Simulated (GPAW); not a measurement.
# 2H-VSSe monolayer in an electric field, part 3 of 3

Wanted: the out-of-plane polarisability of 2H-VSSe monolayer.

GPAW 26.7.0; GPAW, PAW setups; layer in a repeated cell with vacuum, relaxation of atoms and in-plane cell (the session's first sound run).

So far. Step 5 (Field on): The dipole is now -0.0490 e Å, against -0.022 in the run without a field. Step 8 (In a field): The dipole is now 0.00489 e Å, against -0.022 in the run without a field.

**9. Field on**

Level of this step: GPAW, PAW setups; slab in vacuum (GPAW).

run.py reads:

```python
import json
import numpy as np
from ase import Atoms
from gpaw import GPAW, PW
from gpaw.external import ConstantElectricField

slab = Atoms(
    ['Se', 'V', 'S'],
    positions=[
        [0.00000, 1.88488, 9.00000],
        [-0.00000, -0.00000, 10.66197],
        [0.00000, 1.88488, 12.08839]],
    cell=[[3.2647, 0.0, 0.0], [-1.63235, 2.82731, 0.0], [0.0, 0.0, 21.0884]],
    pbc=[True, True, False],
    magmoms=[0.0, 1.0, 0.0])

slab.calc = GPAW(mode=PW(400), xc='PBE', kpts={'size': (12, 12, 1), 'gamma': True},
                 occupations={'name': 'fermi-dirac', 'width': 0.05}, nbands='160%',
                 convergence={'density': 1e-05}, maxiter=200,
                 poissonsolver={'dipolelayer': 'xy'},
                 external=ConstantElectricField(0.2, [0, 0, 1]),
                 symmetry={'tolerance': 1e-3}, txt='slab.txt')
result = {}
energy = slab.get_potential_energy()
fermi = slab.calc.get_fermi_level()
v = slab.calc.get_electrostatic_potential().mean((0, 1)) - fermi
n = slab.calc.get_pseudo_density().mean((0, 1))
L = slab.cell[2, 2]
z = np.arange(len(v)) * L / len(v)
low, high = slab.positions[:, 2].min(), slab.positions[:, 2].max()
below, above = np.interp([low - 6.8, high + 6.8], z, v)
slopes = [np.interp(x, z, np.gradient(v, z)) for x in (low - 6.8, high + 6.8)]
eps = np.array([[slab.calc.get_eigenvalues(k, s) for k in range(len(slab.calc.get_ibz_k_points()))]
                for s in range(slab.calc.get_number_of_spins())]) - fermi
top, bottom = eps[eps < 0].max(), eps[eps > 0].min()
dipole = slab.get_dipole_moment()[2]
print(f'energy {energy:.4f} eV, Fermi level {fermi:.4f} eV, dipole {dipole:.5f} e A')
print(f'potential 6.8 A off the faces, from the Fermi level: lower {below:.4f} eV, upper {above:.4f} eV')
print(f'slope of the potential there: lower {slopes[0]:.5f}, upper {slopes[1]:.5f} eV/A')
print(f'nearest levels on the mesh: {top:.4f} and {bottom:.4f} eV')
print('magnetic moment', round(slab.get_magnetic_moment(), 3))
result.update(energy=energy, fermi=fermi, dipole=dipole, below=below, above=above, slopes=slopes, edges=[top, bottom],
              z=z.tolist(), v=v.tolist(), n=n.tolist(), positions=slab.positions.tolist(),
              forces=slab.get_forces(apply_constraint=False).tolist(), moments=slab.get_magnetic_moments().tolist())
json.dump(result, open('result.json', 'w'))
```

Started as:

```bash
$ OMP_NUM_THREADS=1 OPENBLAS_NUM_THREADS=1 python run.py
```

What it wrote:

```text
energy -18.4383 eV, Fermi level -2.0805 eV, dipole 0.03184 e A
potential 6.8 A off the faces, from the Fermi level: lower 5.9139 eV, upper 5.2896 eV
slope of the potential there: lower -0.00001, upper 0.00000 eV/A
nearest levels on the mesh: -0.0112 and 0.0312 eV
magnetic moment 0.944
```

Elapsed: 4.3 min, on 1 thread of Arm Neoverse V1, shared host; peak memory 0.44 GiB.

The dipole is now 0.0318 e Å, against -0.022 in the run without a field.

**10. Field on**

Edit run.py of step 9 so:

```diff
@@ -20,3 +20,3 @@
                  poissonsolver={'dipolelayer': 'xy'},
-                 external=ConstantElectricField(0.2, [0, 0, 1]),
+                 external=ConstantElectricField(0.3, [0, 0, 1]),
                  symmetry={'tolerance': 1e-3}, txt='slab.txt')
```

What it wrote:

```text
energy -18.4427 eV, Fermi level -2.0844 eV, dipole 0.05882 e A
potential 6.8 A off the faces, from the Fermi level: lower 6.1848 eV, upper 5.0317 eV
slope of the potential there: lower -0.00001, upper 0.00000 eV/A
nearest levels on the mesh: -0.0069 and 0.0356 eV
magnetic moment 0.942
```

Elapsed: 4.4 min, on 1 thread; peak memory 0.44 GiB.

Table of electrostatic potential energy of an electron (without an applied field's), less the Fermi level, planar mean by z:

z (Å), electrostatic potential energy of an electron (without an applied field's), less the Fermi level, planar mean (eV) and a bar from the least value:
```
        0        5.6 #############################
        1        6.2 ##############################
        2        6.2 ##############################
        3        6.2 ##############################
        4        6.2 ##############################
        5        6.2 ##############################
        6        6.2 ##############################
        7        6.0 ##############################
        8        3.2 ###########################
        9      -20.1 
       10       -4.4 ##################
       11      -10.1 ###########
       12      -17.2 ###
       13        2.4 ##########################
       14        4.9 #############################
       15        5.0 #############################
       16        5.0 #############################
       17        5.0 #############################
       18        5.0 #############################
       19        5.0 #############################
       20        5.0 #############################
```

The dipole is now 0.0588 e Å, against -0.022 in the run without a field.

**11. The series**

The members are put on one axis.

This step: induced dipole against applied field (GPAW 26.7.0).

The dipole along the normal by field:

```
field (V/Å)  dipole along the normal (e·Å)
     -0.200                        -0.0759
     -0.100                        -0.0490
     -0.050                        -0.0355
      0.000                        -0.0220
      0.050                       -0.00857
      0.100                        0.00489
      0.200                         0.0318
      0.300                         0.0588
```

**12. Results**

```json
{
  "work function, upper and lower face": "5.808 and 5.376 eV",
  "dipole along the normal": "-0.0220 e Å",
  "induced dipole per field": "0.269 e Å per V/Å",
  "out-of-plane polarisability per area, α/(ε0 A)": "5.28 Å"
}
```

The field induces 0.269 e Å per V/Å, a polarisable thickness α/(ε0 A) of 5.28 Å beside 3.09 Å between the outermost nuclei. A perfect conductor would give the distance between its two image planes; a dielectric of thickness t gives t(1 - 1/ε). The two faces differ by 0.43 eV, the step that the slab's dipole makes (e p/(ε0 A) gives 0.43 eV), so the dipole layer is needed. The induced dipole is linear in the field over this range. The relaxation of atoms and cell ran in a fully periodic cell without the dipole layer, so the atoms of this polar layer felt a small spurious field. One magnetic start was tried; another order may lie lower. The layer's cell and atoms come from the relaxation; spin-orbit coupling and temperature are left out.

[Logs are printed without paths, hosts, clocks, repeated set-up lines and the standing remarks that a program may print on its own settings, such as how far it seeks lower states.]

[Hosts, paths, dates, database ids (printed as entryN), source tags and the programs' standing remarks are cut or masked in the printed files.]
